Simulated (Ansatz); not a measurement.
# What SrLiH3 (model cell, started as cubic perovskite with Sr in the octahedra) distorts into, part 3 of 3

Wanted: the energy along a soft mode of SrLiH3 (model cell, started as cubic perovskite with Sr in the octahedra) and the structure at the end.

Ansatz 0.2.0; DFT PBEsol, scalar-relativistic, plane waves, PAW; PAW set soft_1.

So far. Step 5 (Energy along the mode, all amplitudes (two of the runs …): The energy still falls at the last step, so the rise lies beyond the steps tried. Step 7 (The new phase in its own primitive cell): The largest force component left is 0.13 meV/Å and the pressure is 0.000 GPa, within the tolerances set. The cell now holds 15.17 Å³/atom. The relaxed cell has a, b, c = 5.944, 8.858, 5.762 Å (conventional setting).

The structure was built from a prototype and need not be the compound's stable phase.

### Step 8. Modes of the new phase, k-mesh 6×6×6

A relaxed structure may still be a saddle point, so its zone-centre modes are computed. The response to a homogeneous field gives the Born charges and the dielectric tensor.

Input file input.yaml:

```yaml
crystal:
  lattice:
    - [-2.9721682024, 4.4288247457, 2.8807978493]
    - [2.9721682024, -4.4288247457, 2.8807978493]
    - [2.9721682024, 4.4288247457, -2.8807978493]
  atoms:
    - { symbol: Li, position: [0.6624871972, 0.9124871972, 0.75] }
    - { symbol: Li, position: [0.3375128028, 0.0875128028, 0.25] }
    - { symbol: Sr, position: [0.0, 0.5, 0.5] }
    - { symbol: Sr, position: [0.5, 0.5, 0.0] }
    - { symbol: H, position: [0.0058268374, 0.7558268374, 0.25] }
    - { symbol: H, position: [0.9941731626, 0.2441731626, 0.75] }
    - { symbol: H, position: [0.6312226117, 0.5, 0.6312226117] }
    - { symbol: H, position: [0.3687773883, 0.5, 0.3687773883] }
    - { symbol: H, position: [0.3687773883, 0.0, 0.8687773883] }
    - { symbol: H, position: [0.6312226117, 0.0, 0.1312226117] }
kpoints:
  mp_grid: { grid: [6, 6, 6] }
hamiltonian:
  xc: pbesol
  pseudopotentials: { kind: paw, azcp: { folder: soft_1 }, xc_functional: pbe }
scf:
  occupations: { method: fixed }
output:
  eigenvalues: true
phonons:
  method: dfpt
  dielectric: true
  rigid_motions: translations
```

Started as:

```console
$ ansatz run input.yaml --threads 8 --pin off --max-ram 16384MiB --backend cpu --events-out ev --progress --plain --runs-dir out
```

The log of the run:

```text
[...]
Crystal: 10 atoms, lattice volume = 151.682 Å³
Basis set: ecut = 420 eV, 2959 PW (Γ), exchange–correlation on 96×96×96 points (8 copies of the dense FFT grid, shifted against one another)
Bands: 26, of which v1, the nominal top of the filled ones, is band 16 counted from 1 (15 counted from 0)
Symmetry: 8 space group operations
k-points: 112 of 216 (irreducible under 1 space group operation, time reversal used)
[...]
SCF iter   1: F=—  HF=-7488.985537 eV  |F-HF|=—  |Δ(HF+E_count)|=         —  Δρ=5.33e-2  dr2=5.25e0  ethr=3.10e-3  ⟨swp⟩=5.4  Hψ=13108  notcnv=0  defer=770
[...]
SCF iter   9: F=-7487.313918 eV  HF=-7487.313918 eV  |F-HF|=2.18e-11  |Δ(HF+E_count)|=   2.05e-9  Δρ=1.84e-7  dr2=8.17e-11  ethr=1.00e-12  ⟨swp⟩=20.3  Hψ=30714  notcnv=0
SCF 1 converged in 9 iterations: F = -7487.313918 eV  dr2 = 8.17e-11
[...]
NSCF: frozen V_eff on 5 k-points
DFPT response loops at Γ: preconditioner auto → Resta (q_TF=auto, 2.105 Å⁻¹)  ε∞=6.2 (no band partly filled); β = 1.00, the filter's whole step (`scf.mixing.beta` (0.50) is not read by the response loops at its default; to damp them type it under 1.00, their step now; it binds the ground state too); Broyden in place of MSR1
── the response to a field inside a basis, on 6×6×6 k-points: an SCF that follows is theirs, and a resumed run solves both again ──
Bands: 17, of which v1, the nominal top of the filled ones, is band 16 counted from 1 (15 counted from 0)
k-points: 45 of 216
[...]
Eigensolver: Dense (45 Hₖ)
SCF iter   1: F=—  HF=-7487.308304 eV  |F-HF|=—  |Δ(HF+E_count)|=         —  Δρ=1.21e-4  dr2=6.34e-6  ethr=1.00e-1
[...]
SCF iter   3: F=-7487.308310 eV  HF=-7487.308310 eV  |F-HF|=3.70e-8  |Δ(HF+E_count)|=   2.04e-6  Δρ=5.93e-6  dr2=6.20e-8  ethr=5.56e-9
SCF 1 converged in 3 iterations: F = -7487.308310 eV  dr2 = 6.20e-8
DFPT response loops at Γ: preconditioner auto → none (the input reference at scf.mixing.eps_inf says where Resta's filter doesn't serve); β = 0.50; Broyden in place of MSR1
SCF converged after 9 iterations
Free energy (F): -7487.313918 eV
[...]
Internal energy: -7487.313918 eV  (E = F + TS)
E sigma→0 (E₀):  -7487.313918 eV
Fermi energy:    2.506525 eV
[...]
--- Band table (eV; the first three rows and the last of 112) ---
  k-point 0: bands = [... 12 lower, 0.4188, 1.8221, 2.2982, 2.5065, 4.0706, 4.8141, 4.9928, 6.8944, ... 6 higher]
  k-point 1: bands = [... 12 lower, 0.5187, 1.6752, 1.9345, 2.2051, 4.3759, 4.9650, 5.4171, 6.6448, ... 6 higher]
  k-point 2: bands = [... 12 lower, 0.7829, 1.2361, 1.3811, 1.7725, 4.8751, 5.2405, 6.1366, 6.5586, ... 6 higher]
  k-point 111: bands = [... 12 lower, 0.4826, 0.8136, 1.2497, 1.4626, 4.0977, 5.0858, 5.7265, 6.9077, ... 6 higher]
--- Phonons (Γ-DFPT): 12 representative perturbations + reference, on 112 of 216 k-points (Σ response iterations 39) ---
  k mesh reduced under 1 symmetry operation, with k and −k counted as one. Each operation leaves every solved perturbation unchanged. A smaller set is not considered because the run solves the response to a homogeneous field
  ASR residual: 3.323e-4 → 0.000e0 eV/Å²; symmetrization residual: 4.829e-7 eV/Å²
  ASR residual per site (eV/Å²): 4.03e-5 4.03e-5 3.32e-4 3.32e-4 3.90e-5 3.90e-5 2.51e-6 2.51e-6 2.51e-6 2.51e-6
  Γ frequencies (cm⁻¹): -253.90 -244.32 0.00 0.00 0.00 27.70 68.65 100.31 114.88 219.74 221.93 285.62 292.95 293.21 295.55 436.70 490.23 536.66 564.73 616.40 670.58 672.96 758.71 807.75 956.94 987.20 1097.77 1102.76 1143.85 1204.71
  ε∞ (high-frequency dielectric tensor):
        4.191428     0.000000     0.000000
        0.000000     4.039150     0.000000
        0.000000     0.000000     3.614986
  softest optical mode at Γ: -253.90 cm⁻¹; the repairs (sum rule, projections) moved no ω² at Γ by more than (3.81 cm⁻¹)²
  Born effective charges Z* (e; rows j = field, columns β = displacement):
    site 0:
         1.14728    0.00000    0.00000
         0.00000    0.76804    0.00000
        -0.00000    0.00000    0.84230
    site 1:
         1.14728    0.00000    0.00000
         0.00000    0.76804    0.00000
        -0.00000    0.00000    0.84230
    site 2:
         2.13927    0.00000    0.00000
         0.00000    2.30603   -0.09293
        -0.00000   -0.07108    1.98836
    site 3:
         2.13927    0.00000    0.00000
         0.00000    2.30603    0.09293
        -0.00000    0.07108    1.98836
    site 4:
        -0.99596    0.00000    0.00000
         0.00000   -1.12473    0.00000
        -0.00000    0.00000   -1.03456
    site 5:
        -0.99596   -0.00000    0.00000
         0.00000   -1.12473    0.00000
        -0.00000    0.00000   -1.03456
    site 6:
        -1.14529    0.00000   -0.08027
         0.00000   -0.97467    0.00000
         0.08478    0.00000   -0.89805
    site 7:
        -1.14529    0.00000   -0.08027
         0.00000   -0.97467    0.00000
         0.08478    0.00000   -0.89805
    site 8:
        -1.14529    0.00000    0.08027
         0.00000   -0.97467   -0.00000
        -0.08478    0.00000   -0.89805
    site 9:
        -1.14529    0.00000    0.08027
         0.00000   -0.97467   -0.00000
        -0.08478    0.00000   -0.89805
  Z* charge neutrality: 4.642e-3 e pre-enforcement
  solved inside a basis spanned on kpoints, on 6×6×6 k-points, its susceptibility summed on 8×10×8: ε∞ is read to err by 1.4e-2, Z* by 1.3e-2 e (field_mesh: kpoints solves on kpoints); Z* is corrected for what the basis lacks
  optical modes at Γ without the LO–TO term, one row a degenerate level:
      ω (cm⁻¹)  modes    IR ((D/Å)²/amu)
       -253.90      1           125.7818
       -244.32      1             0.0000
         27.70      1             1.1251
         68.65      1             7.1226
        100.31      1             0.3073
        114.88      1             0.0000
        219.74      1             0.0000
[...]
optical modes at Γ + LO–TO along q̂ = [1.0000, 0.0000, 0.0000]:
      ω (cm⁻¹)  modes    IR ((D/Å)²/amu)
[...]
optical modes at Γ + LO–TO along q̂ = [0.0000, 1.0000, 0.0000]:
      ω (cm⁻¹)  modes    IR ((D/Å)²/amu)
[...]
optical modes at Γ + LO–TO along q̂ = [0.0000, 0.0000, 1.0000]:
      ω (cm⁻¹)  modes    IR ((D/Å)²/amu)
[...]
616.40      1             3.8165
        670.58      1             0.0000
        672.96      1             0.0000
        684.09      1            16.8952
        758.71      1             0.0000
        901.01      1            42.5017
        956.94      1             0.0000
        987.20      1             0.0000
       1097.77      1            49.3189
       1102.76      1             0.0000
       1204.71      1             0.0000
       1225.63      1            70.3753
```

Elapsed: 91 s, on 8 threads of Intel Xeon at 2.60GHz (Ice Lake), shared host; peak memory 2 GiB.

This step gave:

```yaml
sum_rule_residual_before_enforcement: 3.32e-4 eV/Å²
miss_of_the_charge_sum_rule: 0.004642 e
estimated_error_of_the_dielectric_tensor: 0.01423
estimated_error_of_the_born_charges: 0.01337 e
point_group: mmm
highest_optical_mode_at_the_zone_centre_no_lo_to_term: 1205 cm⁻¹
lowest_optical_zone_centre_mode: -253.9 cm⁻¹
mean_high_frequency_dielectric_constant: 3.949
largest_born_charge_third_of_the_trace: 2.145 e
top_of_the_zone_centre_spectrum_with_the_field: 1226 cm⁻¹
```

Without the LO-TO term. Patterns of degenerate modes are one choice out of their space. Modes at Γ, with each element's share of the kinetic energy (negative means imaginary):

| mode | frequency (cm⁻¹) | symmetry | Li % | Sr % | H % |
| --- | --- | --- | --- | --- | --- |
| 1 | -253.9 | B3u | 7 | 1 | 92 |
| 2 | -244.3 | B1g | 0 | 0 | 100 |
| 3 | 0.0 | acoustic | 7 | 90 | 3 |
| 4 | 0.0 | acoustic | 7 | 90 | 3 |
| 5 | 0.0 | acoustic | 7 | 90 | 3 |
| 6 | 27.7 | B1u | 6 | 92 | 2 |
| 7 | 68.7 | B2u | 9 | 85 | 6 |
| 8 | 100.3 | B3u | 59 | 6 | 36 |
| 9 | 114.9 | Au | 0 | 98 | 2 |
| 10 | 219.7 | B3g | 94 | 0 | 6 |
| 11 | 221.9 | B2g | 99 | 0 | 1 |
| 12 | 285.6 | B2u | 69 | 23 | 8 |
| 13 | 292.9 | B1u | 75 | 17 | 8 |
| 14 | 293.2 | B3u | 27 | 3 | 70 |
| 15 | 295.6 | Ag | 93 | 0 | 7 |
| 16 | 436.7 | B3g | 1 | 0 | 99 |
| 17 | 490.2 | B2u | 15 | 2 | 83 |
| 18 | 536.7 | Au | 0 | 2 | 98 |
| 19 | 564.7 | B1u | 9 | 0 | 91 |
| 20 | 616.4 | B2u | 0 | 1 | 99 |
| 21 | 670.6 | B3g | 5 | 0 | 95 |
| 22 | 673.0 | B2g | 1 | 0 | 99 |
| 23 | 758.7 | Ag | 7 | 0 | 93 |
| 24 | 807.8 | B1u | 3 | 0 | 97 |
| 25 | 956.9 | B2g | 0 | 0 | 100 |
| 26 | 987.2 | Ag | 0 | 0 | 100 |
| 27 | 1097.8 | B3u | 0 | 1 | 99 |
| 28 | 1102.8 | B1g | 0 | 0 | 100 |
| 29 | 1143.8 | B1u | 0 | 1 | 99 |
| 30 | 1204.7 | B3g | 0 | 0 | 100 |

Displacements in mode 1 (-253.9 cm⁻¹), the largest set to 1:
```
Li1 -0.15  0.00  0.00
Li2 -0.15  0.00  0.00
Sr3 -0.01  0.00  0.00
Sr4 -0.01  0.00  0.00
H5   1.00  0.00  0.00
H6   1.00  0.00  0.00
H7   0.50  0.00  0.48
H8   0.50  0.00  0.48
H9   0.50  0.00 -0.48
H10  0.50  0.00 -0.48
```

Displacements in mode 29 (1143.8 cm⁻¹), the largest set to 1:
```
Li1  0.00  0.00  0.03
Li2  0.00  0.00  0.03
Sr3  0.00  0.01  0.01
Sr4  0.00 -0.01  0.01
H5   0.00  0.00  0.16
H6   0.00  0.00  0.16
H7   1.00  0.00 -0.83
H8   1.00  0.00 -0.83
H9  -1.00  0.00 -0.83
H10 -1.00  0.00 -0.83
```

Optical modes at the zone centre, without and with the macroscopic field of the longitudinal modes; each column is sorted by frequency, so a row need not hold one and the same mode. Modes with and without the field, by row:

| rank among optical modes | no field (cm⁻¹) | q along (1, 0, 0) (cm⁻¹) | q along (0, 1, 0) (cm⁻¹) | q along (0, 0, 1) (cm⁻¹) |
| --- | --- | --- | --- | --- |
| 1 | -253.9 | -244.3 | -253.9 | -253.9 |
| 2 | -244.3 | 27.7 | -244.3 | -244.3 |
| 3 | 27.7 | 68.7 | 27.7 | 52.8 |
| 4 | 68.7 | 99.2 | 100.3 | 68.7 |
| 5 | 100.3 | 114.9 | 110.2 | 100.3 |
| 6 | 114.9 | 219.7 | 114.9 | 114.9 |
| 7 | 219.7 | 221.9 | 219.7 | 219.7 |
| 8 | 221.9 | 285.6 | 221.9 | 221.9 |
| 9 | 285.6 | 287.1 | 292.6 | 285.6 |
| 10 | 292.9 | 292.9 | 292.9 | 293.2 |
| 11 | 293.2 | 295.6 | 293.2 | 295.6 |
| 12 | 295.6 | 436.7 | 295.6 | 297.3 |
| 13 | 436.7 | 490.2 | 436.7 | 436.7 |
| 14 | 490.2 | 536.7 | 536.7 | 490.2 |
| 15 | 536.7 | 549.6 | 564.7 | 536.7 |
| 16 | 564.7 | 564.7 | 612.3 | 616.4 |
| 17 | 616.4 | 616.4 | 670.6 | 670.6 |
| 18 | 670.6 | 670.6 | 673 | 673 |
| 19 | 673 | 673 | 758.7 | 684.1 |
| 20 | 758.7 | 758.7 | 807.8 | 758.7 |
| 21 | 807.8 | 807.8 | 872.8 | 901 |
| 22 | 956.9 | 956.9 | 956.9 | 956.9 |
| 23 | 987.2 | 987.2 | 987.2 | 987.2 |
| 24 | 1098 | 1103 | 1098 | 1098 |
| 25 | 1103 | 1144 | 1103 | 1103 |
| 26 | 1144 | 1199 | 1144 | 1205 |
| 27 | 1205 | 1205 | 1205 | 1226 |

Born charge (rows field, columns displacement) (e), principal values of the symmetric part by kind of site:

| atom | atoms with these values | low | middle | high | mean |
| --- | --- | --- | --- | --- | --- |
| Li1 | 2 | 0.77 | 0.84 | 1.15 | 0.92 |
| Sr3 | 2 | 1.97 | 2.14 | 2.33 | 2.14 |
| H5 | 2 | -1.12 | -1.03 | -1.00 | -1.05 |
| H7 | 4 | -1.15 | -0.97 | -0.90 | -1.01 |

In full for Li1:

```
1.15 0.00 0.00
0.00 0.77 0.00
0.00 0.00 0.84
```

High-frequency dielectric tensor:

```
4.19 0.00 0.00
0.00 4.04 0.00
0.00 0.00 3.62
```

Transverse modes; imaginary modes are left out. Lines of the infrared spectrum (strongest = 100):

| position (cm⁻¹) | lines merged | relative intensity |
| --- | --- | --- |
| 28 | 1 | 0.8 |
| 69 | 1 | 5.2 |
| 100 | 1 | 0.2 |
| 115 | 1 | 0.0 |
| 220 | 1 | 0.0 |
| 222 | 1 | 0.0 |
| 286 | 1 | 3.2 |
| 293 | 2 | 2.5 |
| 296 | 1 | 0.0 |
| 437 | 1 | 0.0 |
| 490 | 1 | 100 |
| 537 | 1 | 0.0 |
| 565 | 1 | 49 |
| 616 | 1 | 2.8 |
| 671 | 1 | 0.0 |
| 673 | 1 | 0.0 |
| 759 | 1 | 0.0 |
| 808 | 1 | 21 |
| 957 | 1 | 0.0 |
| 987 | 1 | 0.0 |
| 1098 | 1 | 36 |
| 1103 | 1 | 0.0 |
| 1144 | 1 | 23 |
| 1205 | 1 | 0.0 |

Before it was imposed, the acoustic sum rule was missed by 3.3e-4 eV/Å² and the charge sum rule by 0.0046 e. Small misses are needed for a sound result but don't prove that mesh and cutoff are converged. The lowest optical mode is imaginary, 253.9i cm⁻¹, so the energy falls along it.

### Step 9. What came out

| Item | Value |
| --- | --- |
| unstable mode of the parent | q = (-0.5, -0.5, -0.5), 560i cm⁻¹ |
| depth at the lowest point sampled | 69.6 meV/atom |
| largest atomic shift at that point | 0.6 Å |
| space group reached | Imma |
| energy gained over the parent (first relaxation, on the mesh of the frozen mode) | 264 meV/atom |
| volume per atom, phase reached | 15.2 Å³ |
| gap on the k-mesh, phase reached | 1.56 eV |
| lowest optical zone-centre mode, phase reached | -254 cm⁻¹ |
| highest optical mode at the zone centre (no LO-TO term), phase reached | 1205 cm⁻¹ |

Along this mode the structure falls into Imma, 264 meV/atom below the parent. At the parent's cell the well is 69.60 meV/atom deep on the steps tried, with its lowest point at a shift of 0.6 Å. That is the last step tried, so the steps alone don't bracket the bottom of the well. Relaxing atoms and cell changes the gain by +194.57 meV/atom against the lowest step (energies at zero smearing). Most of the total comes from this relaxation. The new phase still has an imaginary mode at the zone centre of its cell, so it is a saddle point on the way to a lower structure. Of the 4 patterns followed from this parent, this one ends 47.5 meV/atom above the lowest, R-3c. Each path keeps the symmetry of its pattern, so a lower phase may lie along a pattern not tried. The volume moved by more than a tenth on the k mesh of the start, so the energy gain is rough. The PAW files were made for PBE and serve the other functionals too. The starting cell was built on a prototype and not taken from a measurement, so the phase need not exist.

[Long decimals in the printed logs are rounded to 6 places.]

[Logs are printed without paths, hosts, clocks, repeated set-up lines and the standing remarks that a program may print on its own settings, such as how far it seeks lower states.]

[Hosts, paths, dates, database ids (printed as entryN), source tags and the programs' standing remarks are cut or masked in the printed files.]

[Where the starting crystal was built by hand or by swapping elements, it need not be the compound's stable phase.]
